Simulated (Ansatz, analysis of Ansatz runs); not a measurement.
# Can an added hole hop between Cr atoms in NaCrF4 (P2_1/c)?

Question: does an added hole stay on the Cr atom where it is started in NaCrF4 (P2_1/c), and if so, how high is the barrier for a hop to another Cr site nearby? Model: a cell of 48 host atoms.

Method: plane-wave PAW DFT, PBEsol+U; relaxation of all atoms of a supercell at fixed charge in a uniform background; PAW set soft_1, in Ansatz 0.2.0.

### Step 1. Starting point

The cell holds 48 atoms: 8 Na, 8 Cr and 32 F. Its edges and angles: a = 9.119 Å, b = 9.713 Å, c = 9.473 Å, α = 56.7°, β = 78.4°, γ = 60.3°. It derives from NaCrF4 (space group P2_1/c). Nearest the centre at fractional (0.621, 0.629, 0.371): F48 at 0.61 Å, Cr16 at 1.86 Å, Cr13 at 1.86 Å, F37 at 2.27 Å, F20 at 2.39 Å, F46 at 2.41 Å, F34 at 2.48 Å, F26 at 2.88 Å.

Hubbard terms: Cr d 5.0 eV. They were chosen, not fitted, to curb self-interaction in the shells named, the trial site's among them. The two sites are Cr16 and Cr13. The cell's shortest repeat is 9.1 Å. The host's moments were started antiferromagnetic in the unit cell, high spin; both sites carry the same spin direction.

### Step 2. The cell without the carrier

The neutral cell is relaxed first, from small random displacements, so that bond lengths and moments with the carrier can be set beside those of a relaxed cell without it.

neutral.relax/input.yaml

```yaml
crystal:
  lattice:
    - [-1.38301306, 5.32433628, 7.27320728]
    - [6.45199145, 0.0, 7.25991525]
    - [7.83500451, 5.32433628, -0.01329203]
  atoms:
    - { symbol: Na, position: [0.012868, 0.873786, 0.766097] }
    - { symbol: Na, position: [0.512868, 0.373786, 0.266097] }
    - { symbol: Na, position: [0.266097, 0.347249, 0.012868] }
    - { symbol: Na, position: [0.766097, 0.847249, 0.512868] }
    - { symbol: Na, position: [0.487132, 0.626214, 0.733903] }
    - { symbol: Na, position: [0.987132, 0.126214, 0.233903] }
    - { symbol: Na, position: [0.233903, 0.152751, 0.487132] }
    - { symbol: Na, position: [0.733903, 0.652751, 0.987132] }
    - { symbol: Cr, position: [0.063562, 0.638176, 0.194139], spin: 3.0 }
    - { symbol: Cr, position: [0.563562, 0.138176, 0.694139], spin: 3.0 }
    - { symbol: Cr, position: [0.194139, 0.604123, 0.563562], spin: 3.0 }
    - { symbol: Cr, position: [0.694139, 0.104123, 0.063562], spin: 3.0 }
    - { symbol: Cr, position: [0.436438, 0.861824, 0.305861], spin: -3.0 }
    - { symbol: Cr, position: [0.936438, 0.361824, 0.805861], spin: -3.0 }
    - { symbol: Cr, position: [0.305861, 0.895877, 0.936438], spin: -3.0 }
    - { symbol: Cr, position: [0.805861, 0.395877, 0.436438], spin: -3.0 }
    - { symbol: F, position: [0.475657, 0.649199, 0.047171] }
    - { symbol: F, position: [0.975657, 0.149199, 0.547171] }
    - { symbol: F, position: [0.047171, 0.327973, 0.975657] }
    - { symbol: F, position: [0.547171, 0.827973, 0.475657] }
    - { symbol: F, position: [0.024343, 0.850801, 0.452829] }
    - { symbol: F, position: [0.524343, 0.350801, 0.952829] }
    - { symbol: F, position: [0.452829, 0.172027, 0.524343] }
    - { symbol: F, position: [0.952829, 0.672027, 0.024343] }
    - { symbol: F, position: [0.304846, 0.882709, 0.745627] }
    - { symbol: F, position: [0.804846, 0.382709, 0.245627] }
    - { symbol: F, position: [0.245627, 0.066818, 0.304846] }
    - { symbol: F, position: [0.745627, 0.566818, 0.804846] }
    - { symbol: F, position: [0.195154, 0.617291, 0.754373] }
    - { symbol: F, position: [0.695154, 0.117291, 0.254373] }
    - { symbol: F, position: [0.254373, 0.433182, 0.195154] }
    - { symbol: F, position: [0.754373, 0.933182, 0.695154] }
    - { symbol: F, position: [0.128762, 0.821849, 0.010663] }
    - { symbol: F, position: [0.628762, 0.321849, 0.510663] }
    - { symbol: F, position: [0.010663, 0.538726, 0.628762] }
    - { symbol: F, position: [0.510663, 0.038726, 0.128762] }
    - { symbol: F, position: [0.371238, 0.678151, 0.489337] }
    - { symbol: F, position: [0.871238, 0.178151, 0.989337] }
    - { symbol: F, position: [0.489337, 0.961274, 0.871238] }
    - { symbol: F, position: [0.989337, 0.461274, 0.371238] }
    - { symbol: F, position: [0.203096, 0.59216, 0.363232] }
    - { symbol: F, position: [0.703096, 0.09216, 0.863232] }
    - { symbol: F, position: [0.363232, 0.341513, 0.703096] }
    - { symbol: F, position: [0.863232, 0.841513, 0.203096] }
    - { symbol: F, position: [0.296904, 0.90784, 0.136768] }
    - { symbol: F, position: [0.796904, 0.40784, 0.636768] }
    - { symbol: F, position: [0.136768, 0.158487, 0.796904] }
    - { symbol: F, position: [0.636768, 0.658487, 0.296904] }
basis:
  ecutwfc: 420
  xc_grid: 2
hamiltonian:
  xc: pbesol
  hubbard:
    sites: [{ species: Cr, l: d, u_eff: 5.0 }]
    projectors: ortho-atomic
  pseudopotentials: { kind: paw, azcp: { folder: soft_1 }, xc_functional: pbe }
kpoints:
  mp_grid: { grid: [1, 1, 1] }
magnetization:
  spin_polarized: true
  initial_magnetization: 0
  spin_locking: { lock_magnetization: hard }
scf:
  occupations: { method: fermi_dirac, width: 0.01 }
  max_iter: 120
  lower_state_search: "off"
output:
  forces: true
relax:
  f_tol: 0.02
  max_steps: 70
  random_displacement: { amplitude: 0.04, seed: 2454 }
checkpoint:
  write: "../neutral.relax.run"
  compress: false
  write_wavefunctions: true
  write_every: 100000
```

Started as:

```bash
$ ansatz run input.yaml --threads 4 --pin off --max-ram 9420MiB --backend cpu --events-out ev --progress --plain --runs-dir out
```

Numbers of over 12 decimals in the logs are rounded to 6 here.

Output:

```text
[... repeated set-up lines and file paths are left out, and long positions are rounded to six places ...]
Engine: ansatz 0.2.0, aarch64-unknown-linux-gnu
Pseudopotentials: kind: paw
Pseudopotential: Na, paw, valence charge 9, recommended cutoff 420 eV (normal), soft_1/Na.paw.azcp
Pseudopotential: Cr, paw, valence charge 14, recommended cutoff 420 eV (normal), soft_1/Cr.paw.azcp
Pseudopotential: F, paw, valence charge 7, recommended cutoff 420 eV (normal), soft_1/F.paw.azcp
Functional definition: PBEsol
  exchange = pbesol_x
  correlation = pbesol_c
Crystal: 48 atoms, lattice volume = 606.625 Å³
Basis set: ecut = 420 eV, 11847 PW (Γ), exchange–correlation on 128×144×128 points (8 copies of the dense FFT grid, shifted against one another)
Bands: 252, of which v1, the nominal top of the filled ones, is band 204 counted from 1 (203 counted from 0)
Symmetry: 1 space group operations
k-points: 1
Non-local potential: Na, projectors of the file, l = 0: 3, l = 1: 2, l = 2: 1
Non-local potential: Cr, projectors of the file, l = 0: 3, l = 1: 2, l = 2: 3, l = 3: 1
Non-local potential: F, projectors of the file, l = 0: 2, l = 1: 2, l = 2: 1
PAW form: soft (Blöchl's): semilocal exchange-correlation on the pseudo side does not see the compensation charge
PAW frozen core: Na, regenerated for the run's functional, and the local potential with it (the file was generated under x = pbe(κ = 0.804, μ = 0.219515), c = pbe(β = 0.066725))
PAW frozen core: Cr, regenerated for the run's functional, and the local potential with it (the file was generated under x = pbe(κ = 0.804, μ = 0.219515), c = pbe(β = 0.066725))
[...]
[... 1 atom left out ...]
  atom  36  F     -0.00673869     0.00400438     0.00423273
  atom  37  F      0.00020946    -0.01001936     0.00369053
  [... 2 atoms left out ...]
  atom  40  F      0.00141483     0.00142235    -0.00378595
  [... 5 atoms left out ...]
  atom  46  F      0.00397114    -0.00553685    -0.00090456
  [... 1 atom left out ...]
  atom  48  F      0.00367648    -0.00251347    -0.00175850
  max |Σ_I F_I| component: 1.80e-4 eV/Å
--- Band table (eV) ---
  k-point 0 ↑: bands = ["-69.3600", "-69.3555", "-69.3531", "-69.3511", [... 244 left out ...] "14.1849", "14.4144", "15.1337", "15.1353"]
  k-point 0 ↓: bands = ["-69.3569", "-69.3554", "-69.3539", "-69.3498", [... 244 left out ...] "14.1848", "14.4143", "15.1353", "15.1365"]
Occupation matrices written to <dir>
--- Relaxed structure (4 steps of the walk, 4 accepted, 0 SCFs on fresh bases) ---
  F+E_penalty+E_count = -64234.44177643 eV   max|allowed force component| = 1.449e-2 eV/Å
  atoms:
    - { symbol: Na, position: [0.011702, 0.873902, 0.766916] }
    - { symbol: Na, position: [0.512452, 0.372945, 0.266580] }
    [... 10 atoms left out ...]
    - { symbol: Cr, position: [0.436248, 0.862252, 0.306011] }
    [... 2 atoms left out ...]
    - { symbol: Cr, position: [0.805482, 0.395640, 0.436498] }
    [... 3 atoms left out ...]
    - { symbol: F, position: [0.547806, 0.828374, 0.475587] }
    [... 5 atoms left out ...]
    - { symbol: F, position: [0.803989, 0.382902, 0.245321] }
    [... 7 atoms left out ...]
    - { symbol: F, position: [0.627722, 0.322149, 0.510494] }
    [... 1 atom left out ...]
    - { symbol: F, position: [0.509361, 0.040284, 0.128111] }
    - { symbol: F, position: [0.372307, 0.677337, 0.490438] }
    [... 2 atoms left out ...]
    - { symbol: F, position: [0.989961, 0.459891, 0.372402] }
    [... 5 atoms left out ...]
    - { symbol: F, position: [0.796866, 0.406750, 0.637595] }
    [... 1 atom left out ...]
    - { symbol: F, position: [0.637195, 0.658938, 0.296758] }
[key lines of the parts left out:]
SCF converged after 5 iterations
Magnetization: 0.0000 μB (204.0000 up, 204.0000 down)
Free energy (F): -64234.441776 eV
Fermi energy:    4.327282 (↑ 4.326706, ↓ 4.327839) eV
```

It took 30 s on 4 threads of Arm Neoverse V2, shared host; peak memory 1.2 GiB.

The largest displacement from an ideal site is 0.012 Å.

### Step 3. The hole on the first site

The nearest neighbour or neighbours of the site start displaced and the site's starting moment is changed by the carrier's spin, since a carrier doesn't trap itself in the undistorted lattice.

A.relax/input.yaml

```yaml
crystal:
  lattice:
    - [-1.38301306, 5.32433628, 7.27320728]
    - [6.45199145, 0.0, 7.25991525]
    - [7.83500451, 5.32433628, -0.01329203]
  atoms:
    - { symbol: Na, position: [0.011702, 0.873902, 0.766916] }
    - { symbol: Na, position: [0.512452, 0.372945, 0.26658] }
    - { symbol: Na, position: [0.265886, 0.348131, 0.01267] }
    - { symbol: Na, position: [0.766482, 0.847459, 0.512859] }
    - { symbol: Na, position: [0.487007, 0.626769, 0.73355] }
    - { symbol: Na, position: [0.986939, 0.126937, 0.233954] }
    - { symbol: Na, position: [0.233277, 0.151658, 0.48843] }
    - { symbol: Na, position: [0.733311, 0.652605, 0.986936] }
    - { symbol: Cr, position: [0.063135, 0.637914, 0.194639], spin: 3.0 }
    - { symbol: Cr, position: [0.56323, 0.137746, 0.694734], spin: 3.0 }
    - { symbol: Cr, position: [0.194014, 0.604601, 0.563793], spin: 3.0 }
    - { symbol: Cr, position: [0.694104, 0.104193, 0.063946], spin: 3.0 }
    - { symbol: Cr, position: [0.436248, 0.862252, 0.306011], spin: -3.0 }
    - { symbol: Cr, position: [0.936349, 0.361903, 0.806098], spin: -3.0 }
    - { symbol: Cr, position: [0.305394, 0.895567, 0.937154], spin: -3.0 }
    - { symbol: Cr, position: [0.805482, 0.39564, 0.436498], spin: -2.0 }
    - { symbol: F, position: [0.474942, 0.648384, 0.048772] }
    - { symbol: F, position: [0.966158, 0.161532, 0.541508] }
    - { symbol: F, position: [0.047399, 0.328272, 0.975916] }
    - { symbol: F, position: [0.547806, 0.828374, 0.475587] }
    - { symbol: F, position: [0.024311, 0.851746, 0.452218] }
    - { symbol: F, position: [0.524593, 0.351512, 0.952349] }
    - { symbol: F, position: [0.451768, 0.171584, 0.525084] }
    - { symbol: F, position: [0.95165, 0.671921, 0.024895] }
    - { symbol: F, position: [0.304461, 0.881884, 0.746384] }
    - { symbol: F, position: [0.804148, 0.38345, 0.255492] }
    - { symbol: F, position: [0.245284, 0.067449, 0.3051] }
    - { symbol: F, position: [0.745093, 0.567014, 0.805093] }
    - { symbol: F, position: [0.194867, 0.618312, 0.754539] }
    - { symbol: F, position: [0.695409, 0.117686, 0.254717] }
    - { symbol: F, position: [0.254174, 0.433124, 0.195019] }
    - { symbol: F, position: [0.753937, 0.932041, 0.696042] }
    - { symbol: F, position: [0.127195, 0.82274, 0.010512] }
    - { symbol: F, position: [0.636915, 0.32588, 0.506747] }
    - { symbol: F, position: [0.009667, 0.540085, 0.628479] }
    - { symbol: F, position: [0.509361, 0.040284, 0.128111] }
    - { symbol: F, position: [0.372307, 0.677337, 0.490438] }
    - { symbol: F, position: [0.872256, 0.177073, 0.990166] }
    - { symbol: F, position: [0.48975, 0.960022, 0.872779] }
    - { symbol: F, position: [0.980475, 0.456728, 0.375502] }
    - { symbol: F, position: [0.203067, 0.592438, 0.363265] }
    - { symbol: F, position: [0.703698, 0.09186, 0.863304] }
    - { symbol: F, position: [0.362629, 0.341477, 0.703846] }
    - { symbol: F, position: [0.862221, 0.840946, 0.204416] }
    - { symbol: F, position: [0.295777, 0.907831, 0.137691] }
    - { symbol: F, position: [0.797305, 0.406291, 0.627202] }
    - { symbol: F, position: [0.137345, 0.158752, 0.796675] }
    - { symbol: F, position: [0.645755, 0.645417, 0.303788] }
total_charge: 1
basis:
  ecutwfc: 420
  xc_grid: 2
hamiltonian:
  xc: pbesol
  hubbard:
    sites: [{ species: Cr, l: d, u_eff: 5.0 }]
    projectors: ortho-atomic
  pseudopotentials: { kind: paw, azcp: { folder: soft_1 }, xc_functional: pbe }
kpoints:
  mp_grid: { grid: [1, 1, 1] }
magnetization:
  spin_polarized: true
  initial_magnetization: 1
  spin_locking: { lock_magnetization: hard }
scf:
  occupations: { method: fermi_dirac, width: 0.01 }
  max_iter: 120
  lower_state_search: "off"
output:
  forces: true
relax:
  f_tol: 0.015
  max_steps: 70
  escape_saddle: false
checkpoint:
  write: "../A.relax.run"
  compress: false
  write_wavefunctions: true
  write_every: 100000
```

Output:

```text
[...]
Crystal: 48 atoms, lattice volume = 606.625 Å³
Basis set: ecut = 420 eV, 11847 PW (Γ), exchange–correlation on 128×144×128 points (8 copies of the dense FFT grid, shifted against one another)
Bands: 252, of which v1, the nominal top of the filled ones, is band 204 counted from 1 (203 counted from 0)
Symmetry: 1 space group operations
[...]
k-points: 1
[...]
Starting moments: Σ|m| = 23 μB on 8 of 48 sites
[...]
SCF iter   1: F=—  HF=-64261.362810 eV  |F-HF|=—  |Δ(HF+E_count)|=         —  Δρ=1.05e-1 (↑1.05e-1 ↓1.05e-1)  dr2=2.21e2  dr2_m=5.12e0  M=1.000 μB ∫|m|=30.711 μB  β_m=0.30  ethr=3.10e-3  ⟨swp⟩=5.5  Hψ=1669  notcnv=0  defer=44
[...]
SCF iter  23: F=-64236.667576 eV  HF=-64236.667575 eV  |F-HF|=1.24e-6  |Δ(HF+E_count)|=   8.12e-6  Δρ=2.38e-5 (↑8.58e-6 ↓2.38e-5)  dr2=2.60e-6  dr2_m=7.83e-7  M=1.000 μB ∫|m|=24.560 μB  ethr=1.38e-9  ⟨swp⟩=2.0  Hψ=1614  notcnv=0
SCF 1 converged in 23 iterations: F = -64236.667576 eV  dr2 = 2.60e-6
[...]
relax step   1: F+E_penalty+E_count = -64236.66757607 eV  Δ(F+E_penalty+E_count) = +0.000e0 eV  max|allowed force component| = 8.713e-1 eV/Å  Δτ_max = 0.0000 Å  (23 SCF iters, dr2 threshold 5.63e-6 eV, accepted)
[...]
relax step   2: F+E_penalty+E_count = -64236.79861549 eV  Δ(F+E_penalty+E_count) = -1.310e-1 eV  max|allowed force component| = 4.608e-1 eV/Å  Δτ_max = 0.0449 Å  (7 SCF iters, dr2 threshold 4.75e-5 eV, accepted)
relax step   3: F+E_penalty+E_count = -64236.86207459 eV  Δ(F+E_penalty+E_count) = -6.346e-2 eV  max|allowed force component| = 1.801e-1 eV/Å  Δτ_max = 0.0729 Å  (14 SCF iters, dr2 threshold 1.33e-5 eV, accepted)
relax step   4: F+E_penalty+E_count = -64236.74693252 eV  Δ(F+E_penalty+E_count) = +1.151e-1 eV  max|allowed force component| = 8.539e-1 eV/Å  Δτ_max = 0.1997 Å  (15 SCF iters, dr2 threshold 4.95e-6 eV, rejected (line search))
relax step   5: F+E_penalty+E_count = -64236.87893273 eV  Δ(F+E_penalty+E_count) = -1.686e-2 eV  max|allowed force component| = 7.625e-2 eV/Å  Δτ_max = 0.0717 Å  (23 SCF iters, accepted)
relax step   6: F+E_penalty+E_count = -64236.87976222 eV  Δ(F+E_penalty+E_count) = -8.295e-4 eV  max|allowed force component| = 2.876e-2 eV/Å  Δτ_max = 0.0064 Å  (7 SCF iters, dr2 threshold 8.88e-7 eV, accepted)
SCF iter   1: F=—  HF=-64236.879519 eV  |F-HF|=—  |Δ(HF+E_count)|=         —  Δρ=4.43e-4 (↑3.65e-4 ↓4.43e-4)  dr2=1.27e-3  dr2_m=1.31e-4  M=1.000 μB ∫|m|=24.547 μB  β_m=0.30  ethr=4.07e-6  ⟨swp⟩=4.0  Hψ=1043  notcnv=0  defer=79
[...]
SCF iter  10: F=-64236.880084 eV  HF=-64236.880083 eV  |F-HF|=3.03e-8  |Δ(HF+E_count)|=   2.46e-7  Δρ=3.53e-6 (↑1.44e-6 ↓3.53e-6)  dr2=5.14e-8  dr2_m=1.59e-8  M=1.000 μB ∫|m|=24.549 μB  ethr=1.52e-11  ⟨swp⟩=3.0  Hψ=1326  notcnv=0
SCF 7 converged in 10 iterations: F = -64236.880084 eV  dr2 = 5.14e-8
relax step   7: F+E_penalty+E_count = -64236.88008350 eV  Δ(F+E_penalty+E_count) = -3.213e-4 eV  max|allowed force component| = 7.767e-3 eV/Å  Δτ_max = 0.0083 Å  (10 SCF iters, accepted)
NSCF: frozen V_eff on 1 k-points
[...]
SCF converged after 10 iterations
Stability checked in part: among states of this total moment the steps that led to this state did not find it unstable. No probe was made; neither looks for a lower state of another moment (fixed_total_moment; see scf.lower_state_search)
Magnetization: 1.0000 μB (204.0000 up, 203.0000 down)
Absolute magnetization: 24.6110 μB (∫|ρ↑−ρ↓|, with the PAW one-centre terms)
[...]
Per-site moments (μB) at R_I (Å): [(0.000325069, 0.921287), (0.000310589, 0.912880), (0.000297547, 0.918081), [... 45 left out ...]
Free energy (F): -64236.880084 eV
[...]
Internal energy: -64236.880084 eV  (E = F + TS)
E sigma→0 (E₀):  -64236.880084 eV
Fermi energy:    2.693890 (↑ 3.708622, ↓ 2.633674) eV
[...]
--- Forces (eV/Å), atoms counted from 1 ---
  atom   1  Na    -0.00040066     0.00269267    -0.00001712
  atom   2  Na    -0.00033067    -0.00157338    -0.00112500
  [... 10 atoms left out ...]
  atom  13  Cr     0.00193906    -0.00173301     0.00053289
  [... 2 atoms left out ...]
  atom  16  Cr     0.00674691     0.00631563     0.00203744
  [... 3 atoms left out ...]
  atom  20  F      0.00012169    -0.00134612     0.00069227
  [... 5 atoms left out ...]
  atom  26  F     -0.00776761    -0.00570731     0.00058611
  [... 7 atoms left out ...]
  atom  34  F     -0.00061303    -0.00046153    -0.00450732
  [... 1 atom left out ...]
  atom  36  F     -0.00192907     0.00014060    -0.00170566
  atom  37  F      0.00103181    -0.00007581     0.00046282
  [... 2 atoms left out ...]
  atom  40  F     -0.00031659    -0.00309730     0.00034641
  [... 5 atoms left out ...]
  atom  46  F     -0.00312303    -0.00149173    -0.00170495
  [... 1 atom left out ...]
  atom  48  F      0.00372161     0.00189718     0.00296996
  max |Σ_I F_I| component: 3.93e-5 eV/Å
--- Band table (eV) ---
[...]
Occupation matrices written to <dir>
--- Relaxed structure (7 steps of the walk, 6 accepted, 0 SCFs on fresh bases) ---
  F+E_penalty+E_count = -64236.88008350 eV   max|allowed force component| = 7.767e-3 eV/Å
  atoms:
    - { symbol: Na, position: [0.016303, 0.863974, 0.773713] }
    - { symbol: Na, position: [0.502813, 0.375970, 0.257203] }
    [... 10 atoms left out ...]
    - { symbol: Cr, position: [0.433588, 0.863055, 0.309423] }
    [... 2 atoms left out ...]
    - { symbol: Cr, position: [0.807092, 0.395520, 0.438089] }
    [... 3 atoms left out ...]
    - { symbol: F, position: [0.538999, 0.835460, 0.478292] }
    [... 5 atoms left out ...]
    - { symbol: F, position: [0.811186, 0.387102, 0.253359] }
    [... 7 atoms left out ...]
    - { symbol: F, position: [0.633249, 0.325552, 0.505722] }
    [... 1 atom left out ...]
    - { symbol: F, position: [0.511146, 0.036191, 0.133277] }
    - { symbol: F, position: [0.373101, 0.675919, 0.491113] }
    [... 2 atoms left out ...]
    - { symbol: F, position: [0.986907, 0.456823, 0.379265] }
    [... 5 atoms left out ...]
    - { symbol: F, position: [0.795887, 0.405216, 0.630008] }
    [... 1 atom left out ...]
    - { symbol: F, position: [0.649743, 0.646926, 0.316482] }
```

The job ended after 83 s (4 threads; peak memory 1.2 GiB; 5.3 min of CPU time).

Relaxation path:

```tsv
step	energy less that of the first step (eV)	largest force component (eV/Å)
1	0.0000	0.8713
2	-0.1310	0.4608
3	-0.1945	0.1801
4	-0.0794	0.8539
5	-0.2114	0.0762
6	-0.2122	0.0288
7	-0.2125	0.0078
```

Relaxation step 4 was tried and not accepted.

The atoms that moved most (Å):

```tsv
atom	dx	dy	dz	length
Na6	-0.164	-0.027	-0.066	0.179
Na8	-0.101	-0.103	0.092	0.171
F48	0.104	0.089	0.040	0.142
Na7	-0.092	0.053	0.080	0.133
Na2	-0.041	-0.101	-0.048	0.119
Na5	0.067	-0.028	-0.063	0.096
F28	-0.053	-0.069	-0.025	0.091
F20	0.079	-0.032	-0.013	0.086
```

The moves above count from the input, in which the site's nearest neighbours were already displaced; the distances below compare with the cell without the carrier.

Distances from Cr16 without and with the hole:

```tsv
atom	without (Å)	with (Å)
F18	1.86	1.78
F26	1.88	1.79
F46	1.95	1.85
F48	1.97	1.86
F34	1.94	1.89
F40	1.95	1.89
```

The largest changes of the moments are 0.67 μB on Cr16, 0.04 μB on F18 and 0.03 μB on F46. The largest part sits on the chosen site.

[end of part 1 of 2]

[Logs are printed without paths, hosts, clocks, repeated set-up lines and the standing remarks that a program may print on its own settings, such as how far it seeks lower states.]

[Hosts, paths, dates, database ids (printed as entryN), source tags and the programs' standing remarks are cut or masked in the printed files.]
